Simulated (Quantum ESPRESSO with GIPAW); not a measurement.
## How far relaxation moves the shieldings of C2H3

Aim: relax the atoms of C2H3 and see how far that moves its NMR shieldings.

Program: Quantum ESPRESSO with GIPAW 8.0dev (patched build). Level of theory: DFT, PBEsol, plane-wave PAW (pslibrary 1.0.0 recipes), relaxation. Results are calculated unless marked as measured.

**1. The structure**

It takes space group C2/m (No. 12, monoclinic). The conventional cell has a = 7.159 Å, b = 6.455 Å, c = 4.078 Å, α = 90.00°, β = 101.05°, γ = 90.00°. Nearest to C lie 3 H at 1.07 to 1.09 Å and 1 C at 1.47 Å. C has 2 C at 1.20 to 1.47 Å nearest. H has 1 C at 1.07 Å nearest. Nearest to H lie 1 C at 1.09 Å. Farther neighbours are not listed.

Structure file:

```cif
data_structure
_symmetry_space_group_name_H-M 'C2/m'
_symmetry_Int_Tables_number 12
_cell_length_a 7.1589
_cell_length_b 6.4553
_cell_length_c 4.0782
_cell_angle_alpha 90.000
_cell_angle_beta 101.054
_cell_angle_gamma 90.000
_cell_volume 184.97
loop_
_atom_site_label
_atom_site_type_symbol
_atom_site_symmetry_multiplicity
_atom_site_Wyckoff_symbol
_atom_site_fract_x
_atom_site_fract_y
_atom_site_fract_z
_atom_site_occupancy
C1 C 4 i 0.22680 0.50000 0.71900 1
C2 C 4 i 0.42130 0.50000 0.91610 1
H1 H 8 j 0.85120 0.36580 0.22810 1
H2 H 4 i 0.23000 0.50000 0.45250 1
```

**2. Relaxation**

The free atoms are relaxed at fixed cell.

The input, relax.in:

```
&control
  calculation = 'relax'
  prefix = 'x'
  outdir = './tmp/'
  pseudo_dir = './'
  nstep = 50
  forc_conv_thr = 6.0d-04
  etot_conv_thr = 1.0d-05
/
&system
  ibrav = 0
  nat = 10
  ntyp = 2
  ecutwfc = 50
  ecutrho = 330
  nbnd = 11
/
&electrons
  conv_thr = 1.0d-08
  mixing_beta = 0.7
  electron_maxstep = 100
/
&ions
/
ATOMIC_SPECIES
  C 12.011 C.pbesol-n-kjpaw_psl.1.0.0-gipaw.UPF
  H 1.008 H.pbesol-kjpaw_psl.1.0.0-gipaw.UPF
CELL_PARAMETERS angstrom
  3.57944500 -3.22764500 0.00000000
  3.57944500 3.22764500 0.00000000
  -0.78189113 0.00000000 4.00252400
ATOMIC_POSITIONS crystal
  C 0.72680000 0.72680000 0.71900000
  C 0.27320000 0.27320000 0.28100000
  C 0.92130000 0.92130000 0.91610000
  C 0.07870000 0.07870000 0.08390000
  H 0.48540000 0.21700000 0.22810000
  H 0.78300000 0.51460000 0.77190000
  H 0.51460000 0.78300000 0.77190000
  H 0.21700000 0.48540000 0.22810000
  H 0.73000000 0.73000000 0.45250000
  H 0.27000000 0.27000000 0.54750000
K_POINTS automatic
  3 3 3 0 0 0
```

Command:

```bash
$ mpirun -np 4 pw.x -nk 4 -in relax.in > relax.out
```

What it wrote:

```text
using ibrav=0 with symmetry is DISCOURAGED, use correct ibrav instead

     bravais-lattice index     =            0
     lattice parameter (alat)  =       9.1080  a.u.
     unit-cell volume          =     624.1112 (a.u.)^3
     number of atoms/cell      =           10
     number of atomic types    =            2
     number of electrons       =        22.00
     number of Kohn-Sham states=           11
     kinetic-energy cutoff     =      50.0000  Ry
     charge density cutoff     =     330.0000  Ry
     scf convergence threshold =      1.0E-08
     mixing beta               =       0.7000
     number of iterations used =            8  plain     mixing
     energy convergence thresh.=      1.0E-05
     force convergence thresh. =      6.0E-04
     Exchange-correlation= SLA-PW-PSX-PSC
                           (   1   4  10   8   0   0   0)
     nstep                     =           50

     celldm(1)=   9.108033  celldm(2)=   0.000000  celldm(3)=   0.000000
     celldm(4)=   0.000000  celldm(5)=   0.000000  celldm(6)=   0.000000

     crystal axes: (cart. coord. in units of alat)
               a(1) = (   0.742660  -0.669669   0.000000 )
               a(2) = (   0.742660   0.669669   0.000000 )
               a(3) = (  -0.162226   0.000000   0.830440 )

     reciprocal axes: (cart. coord. in units 2 pi/alat)
               b(1) = (  0.673256 -0.746638  0.131520 )
               b(2) = (  0.673256  0.746638  0.131520 )
               b(3) = ( -0.000000  0.000000  1.204181 )

     PseudoPot. # 1 for C  read from file:
     ./C.pbesol-n-kjpaw_psl.1.0.0-gipaw.UPF

     PseudoPot. # 2 for H  read from file:
     ./H.pbesol-kjpaw_psl.1.0.0-gipaw.UPF

     atomic species   valence    mass     pseudopotential
     C                 4.00    12.01100     C ( 1.00)
     H                 1.00     1.00800     H ( 1.00)

      4 Sym. Ops., with inversion, found

   Cartesian axes

     site n.     atom                  positions (alat units)
         1        C      tau(   1) = (   0.9628899  -0.0000000   0.5970863  )
         2        C      tau(   2) = (   0.3602039  -0.0000000   0.2333536  )
         3        C      tau(   3) = (   1.2198099   0.0000000   0.7607660  )
         4        C      tau(   4) = (   0.1032839   0.0000000   0.0696739  )
         5        H      tau(   5) = (   0.4846406  -0.1797391   0.1894234  )
         6        H      tau(   6) = (   0.8384532  -0.1797391   0.6410166  )
         7        H      tau(   7) = (   0.8384532   0.1797391   0.6410166  )
         8        H      tau(   8) = (   0.4846406   0.1797391   0.1894234  )
         9        H      tau(   9) = (   1.0108762   0.0000000   0.3757741  )
        10        H      tau(  10) = (   0.3122176  -0.0000000   0.4546659  )

     number of k points=    10
                       cart. coord. in units 2pi/alat
        k(    1) = (   0.0000000   0.0000000   0.0000000), wk =   0.0740741
        k(    2) = (   0.0000000   0.0000000   0.4013937), wk =   0.1481481
        k(    3) = (   0.2244186   0.2488793   0.0438401), wk =   0.2962963
        k(    4) = (   0.2244186   0.2488793   0.4452337), wk =   0.2962963
        k(    5) = (   0.2244186   0.2488793  -0.3575536), wk =   0.2962963
        k(    6) = (   0.4488371   0.0000000   0.0876801), wk =   0.1481481
        k(    7) = (   0.4488371   0.0000000   0.4890738), wk =   0.1481481
        k(    8) = (   0.4488371   0.0000000  -0.3137136), wk =   0.1481481
        k(    9) = (  -0.0000000  -0.4977585  -0.0000000), wk =   0.1481481
        k(   10) = (  -0.0000000  -0.4977585   0.4013937), wk =   0.2962963

     Dense  grid:    63179 G-vectors     FFT dimensions: (  54,  54,  45)

     Smooth grid:    29853 G-vectors     FFT dimensions: (  45,  45,  36)

     Check: negative core charge=   -0.000008

     Initial potential from superposition of free atoms

     starting charge      21.9998, renormalised to      22.0000
     Starting wfcs are   22 randomized atomic wfcs

     Self-consistent Calculation

     iteration #  1     ecut=    50.00 Ry     beta= 0.70
     Davidson diagonalization with overlap
     ethr =  1.00E-02,  avg # of iterations =  2.0

     total energy              =     -79.02386181 Ry
     estimated scf accuracy    <       1.18115290 Ry

     iteration #  2     ecut=    50.00 Ry     beta= 0.70
     Davidson diagonalization with overlap
     ethr =  5.37E-03,  avg # of iterations =  2.0

     total energy              =     -79.28267386 Ry
     estimated scf accuracy    <       0.13428790 Ry

     iteration #  3     ecut=    50.00 Ry     beta= 0.70
     Davidson diagonalization with overlap
     ethr =  6.10E-04,  avg # of iterations =  2.0

     total energy              =     -79.29891788 Ry
     estimated scf accuracy    <       0.00560337 Ry

     iteration #  4     ecut=    50.00 Ry     beta= 0.70
     Davidson diagonalization with overlap
     ethr =  2.55E-05,  avg # of iterations =  3.0

     total energy              =     -79.30038359 Ry
     estimated scf accuracy    <       0.00179748 Ry

     iteration #  5     ecut=    50.00 Ry     beta= 0.70
     Davidson diagonalization with overlap
     ethr =  8.17E-06,  avg # of iterations =  2.0

     total energy              =     -79.30059781 Ry
     estimated scf accuracy    <       0.00005770 Ry

[...]
Diagonalizing with lowered threshold

[...]
End of self-consistent calculation
     [one-electron energies left out]

!    total energy              =     -79.30716763 Ry
     total all-electron energy =      -310.423698 Ry
[...]
The total energy is the sum of the following terms:
     one-electron contribution =     -29.53768232 Ry
     hartree contribution      =      21.55663826 Ry
     xc contribution           =     -22.28876578 Ry
     ewald contribution        =     -25.47516070 Ry
     one-center paw contrib.   =     -23.56219708 Ry

     convergence has been achieved in   5 iterations

     Forces acting on atoms (cartesian axes, Ry/au):

[...]
Total force =     0.002663     Total SCF correction =     0.000007
     Energy error            =      1.1E-05 Ry
     Gradient error          =      1.1E-03 Ry/Bohr

     number of scf cycles    =   8
     number of bfgs steps    =   6

     energy             old  =     -79.3071566289 Ry
     energy             new  =     -79.3071676287 Ry

     CASE: energy            _new < energy            _old

     new trust radius        =       0.0023307194 bohr
     new conv_thr            =       0.0000000001 Ry

ATOMIC_POSITIONS (crystal)
[...]
XML data file
     NEW-OLD atomic charge density approx. for the potential

     Check: negative core charge=   -0.000008

     Self-consistent Calculation

[...]
Threshold (ethr) on eigenvalues was too large:
     Diagonalizing with lowered threshold

[...]
total energy              =     -79.30717800 Ry
[...]
End of self-consistent calculation
     [one-electron energies left out]

!    total energy              =     -79.30717800 Ry
     total all-electron energy =      -310.423708 Ry
[...]
The total energy is the sum of the following terms:
     one-electron contribution =     -29.55315029 Ry
     hartree contribution      =      21.56447051 Ry
     xc contribution           =     -22.28948769 Ry
     ewald contribution        =     -25.46676947 Ry
     one-center paw contrib.   =     -23.56224106 Ry

     convergence has been achieved in   5 iterations

     Forces acting on atoms (cartesian axes, Ry/au):

[...]
Total force =     0.002140     Total SCF correction =     0.000005
     Energy error            =      1.0E-05 Ry
     Gradient error          =      9.0E-04 Ry/Bohr

     number of scf cycles    =   9
     number of bfgs steps    =   7

     energy             old  =     -79.3071676287 Ry
     energy             new  =     -79.3071780008 Ry

     CASE: energy            _new < energy            _old

     new trust radius        =       0.0034960791 bohr
     new conv_thr            =       0.0000000001 Ry

ATOMIC_POSITIONS (crystal)
[...]
XML data file
     NEW-OLD atomic charge density approx. for the potential

     Check: negative core charge=   -0.000008

     Self-consistent Calculation

     iteration #  1     ecut=    50.00 Ry     beta= 0.70
[...]
Threshold (ethr) on eigenvalues was too large:
     Diagonalizing with lowered threshold

     Davidson diagonalization with overlap
     ethr =  1.05E-08,  avg # of iterations =  5.0

     total energy              =     -79.30718600 Ry
     estimated scf accuracy    <       0.00000385 Ry

     iteration #  2     ecut=    50.00 Ry     beta= 0.70
     Davidson diagonalization with overlap
     ethr =  1.75E-08,  avg # of iterations =  2.0

     total energy              =     -79.30718677 Ry
     estimated scf accuracy    <       0.00000038 Ry

     iteration #  3     ecut=    50.00 Ry     beta= 0.70
     Davidson diagonalization with overlap
     ethr =  1.74E-09,  avg # of iterations =  2.0

     total energy              =     -79.30718683 Ry
     estimated scf accuracy    <       0.00000002 Ry

     iteration #  4     ecut=    50.00 Ry     beta= 0.70
     Davidson diagonalization with overlap
     ethr =  7.61E-11,  avg # of iterations =  3.0

     total energy              =     -79.30718683 Ry
     estimated scf accuracy    <          2.9E-09 Ry

     iteration #  5     ecut=    50.00 Ry     beta= 0.70
     Davidson diagonalization with overlap
     ethr =  1.34E-11,  avg # of iterations =  2.4

     End of self-consistent calculation
     [one-electron energies left out]

!    total energy              =     -79.30718683 Ry
     total all-electron energy =      -310.423717 Ry
     estimated scf accuracy    <          4.6E-11 Ry

     The total energy is the sum of the following terms:
     one-electron contribution =     -29.58584135 Ry
     hartree contribution      =      21.58082460 Ry
     xc contribution           =     -22.29166072 Ry
     ewald contribution        =     -25.44818569 Ry
     one-center paw contrib.   =     -23.56232367 Ry

     convergence has been achieved in   5 iterations

     Forces acting on atoms (cartesian axes, Ry/au):

[...]
atom    6 type  2   force =     0.00008683    0.00047675    0.00006505
     atom    7 type  2   force =     0.00008683   -0.00047675    0.00006505
     atom    8 type  2   force =    -0.00008683   -0.00047675   -0.00006505
     atom    9 type  2   force =     0.00044264    0.00000000    0.00039118
     atom   10 type  2   force =    -0.00044264   -0.00000000   -0.00039118

     Total force =     0.001529     Total SCF correction =     0.000005
     Energy error            =      8.8E-06 Ry
     Gradient error          =      4.9E-04 Ry/Bohr

     bfgs converged in  10 scf cycles and   8 bfgs steps
     (criteria: energy <  1.0E-05 Ry, force <  6.0E-04 Ry/Bohr)

     End of BFGS Geometry Optimization

     Final energy             =     -79.3071868330 Ry

     File ./tmp/x.bfgs deleted, as requested
Begin final coordinates

ATOMIC_POSITIONS (crystal)
[...]
H                0.7864333193        0.5095882485        0.7731357430
H                0.5095882485        0.7864333193        0.7731357430
H                0.2135666807        0.4904117515        0.2268642570
H                0.7309231395        0.7309231395        0.4504413159
H                0.2690768605        0.2690768605        0.5495586841
End final coordinates

     XML data file, charge density, pseudopotentials, collected wavefunctions

   JOB DONE.
```

Run time: 30 s. Hardware: 4 MPI ranks of Arm Neoverse V2, shared host; peak memory 0.34 GiB.

Step by step:

```csv
step,energy less that of the first step (eV),largest force (eV/Å)
1,0.0000,2.0544
2,0.1988,7.1316
3,-0.0526,1.1874
4,-0.0707,0.8290
5,-0.0865,0.1558
6,-0.0879,0.0630
7,-0.0885,0.0355
8,-0.0886,0.0315
9,-0.0888,0.0236
10,-0.0889,0.0152
```

The atoms that moved most (Å):

```csv
atom,dx,dy,dz,length
H7,-0.007,0.027,0.005,0.028
H6,-0.007,-0.027,0.005,0.028
H8,0.007,0.027,-0.005,0.028
H5,0.007,-0.027,-0.005,0.028
H10,-0.008,0.000,0.008,0.012
H9,0.008,0.000,-0.008,0.012
C2,-0.010,0.000,-0.005,0.011
C1,0.010,0.000,0.005,0.011
```

The relaxed structure:

```
C H
1.0
     3.57945   -3.22764    0.00000
     3.57945    3.22764    0.00000
    -0.78189    0.00000    4.00252
C H
4 6
Direct
  0.72837 0.72837 0.72022
  0.27163 0.27163 0.27978
  0.91989 0.91989 0.91642
  0.08011 0.08011 0.08358
  0.49041 0.21357 0.22686
  0.78643 0.50959 0.77314
  0.50959 0.78643 0.77314
  0.21357 0.49041 0.22686
  0.73092 0.73092 0.45044
  0.26908 0.26908 0.54956
```

The relaxation ends 8.9 meV an atom lower, with a largest force of 0.015 eV/Å.

**3. Shieldings on the relaxed structure**

The current that a uniform magnetic field induces gives the shielding at each nucleus.

pw.x and gipaw.x (a patched development version of Quantum ESPRESSO), PBEsol, 55 Ry, mesh 3×3×4.

The input, nmr.in:

```
&inputgipaw
  job = 'nmr'
  prefix = 'x'
  tmp_dir = './tmp/'
  restart_mode = 'from_scratch'
  verbosity = 'low'
  q_gipaw = 0.01
  spline_ps = .true.
  conv_threshold = 1.0d-11
  use_nmr_macroscopic_shape = .false.
  pawproj(1) = .true.
  pawproj(2) = .true.
/
```

Command:

```bash
$ mpirun -np 4 gipaw.x -in nmr.in > nmr.out
```

What it wrote:

```text
[banner, memory and clock lines left out]
[a note of our patched build left out]

     Parallelizing q-star over 1 images

     IMPORTANT: XC functional enforced from input :
     Exchange-correlation= PBESOL
                           (   1   4  10   8   0   0   0)
     Any further DFT definition will be discarded
     Please, verify this is what you really want

     Check: negative core charge=   -0.000008
[...]
projs nearly linearly dependent: l=0  n1,n2= 1, 2  s=  0.99970544
[...]
alpha_pv=     27.8101 eV

     spline_ps is .false., expect some extrapolation errors

     q-space interpolation up to    66.00 Rydberg

     GIPAW job: nmr
     NMR macroscopic correction: no
[...]
Computing the magnetic susceptibility     isolve=0    ethr=  0.1000E-10
     Starting from scratch
     k-point #    1 of    14      pool #  1    cpu time:       0.3
[...]
End of magnetic susceptibility calculation

     f-sum rule (1st term):
           -21.6488          0.0000         -0.0094
[...]
C       1    anisotropy:     20.04    eta:    0.1866
[...]
Atom  2  C   pos: (  0.358065  0.000000  0.232337)  Total sigma:         164.15
[...]
Atom  3  C   pos: (  1.217668 -0.000000  0.761032)  Total sigma:          82.36
[...]
C       3    anisotropy:    242.19    eta:    0.0039
[...]
Atom  4  C   pos: (  0.105426 -0.000000  0.069408)  Total sigma:          82.36
[...]
Atom  5  H   pos: (  0.486013 -0.185394  0.188397)  Total sigma:          21.57
[...]
H       5    anisotropy:     10.04    eta:    0.2851
[...]
Atom  6  H   pos: (  0.837081 -0.185394  0.642043)  Total sigma:          21.57
[...]
Atom  7  H   pos: (  0.837081  0.185394  0.642043)  Total sigma:          21.57
[...]
Atom  8  H   pos: (  0.486013  0.185394  0.188397)  Total sigma:          21.57
[...]
Atom  9  H   pos: (  1.012581  0.000000  0.374064)  Total sigma:          21.90
[...]
H       9    anisotropy:      9.05    eta:    0.2269
[...]
Atom 10  H   pos: (  0.310512 -0.000000  0.456375)  Total sigma:          21.90
[...]
```

It took 61 s on 4 MPI ranks; peak memory 0.28 GiB.

Before and after:

```csv
site,atom no.,mean bond before (Å),after (Å),σ_iso before (ppm),after (ppm)
C(1),1,1.177,1.191,167.9,164.2
C(2),3,1.335,1.333,84.2,82.4
H(1),5,1.075,1.106,22.48,21.57
H(2),9,1.091,1.104,22.39,21.90
```

**4. Summary of results**

* σ_iso of C(1): 164.2 ppm
* σ_iso of C(2): 82.4 ppm
* σ_iso of H(1): 21.57 ppm
* σ_iso of H(2): 21.90 ppm

The largest change of shielding is -3.8 ppm, on C(1). The largest move of an atom is 0.028 Å in the cell's frame. Hydrogen's values are less sure: spans of ¹H carry errors of some ppm on PAW files, the bulk susceptibility matters on its narrow scale, and it is treated as a fixed classical nucleus at 0 K. Groups such as CCH3 often reorient fast at room temperature, which averages anisotropies and couplings that this rigid-lattice calculation keeps whole. This build of gipaw.x prints that it is not audited and that its numbers are no references by themselves. The session's other runs are not shown; 0 of its 13 runs failed.

[Banner, clock, file and message-heading lines were taken out of the pw.x and gipaw.x logs.]

[Logs are printed without paths, hosts, clocks, repeated set-up lines and the standing remarks that a program may print on its own settings, such as how far it seeks lower states.]

[Hosts, paths, dates, database ids (printed as entryN), source tags and the programs' standing remarks are cut or masked in the printed files.]
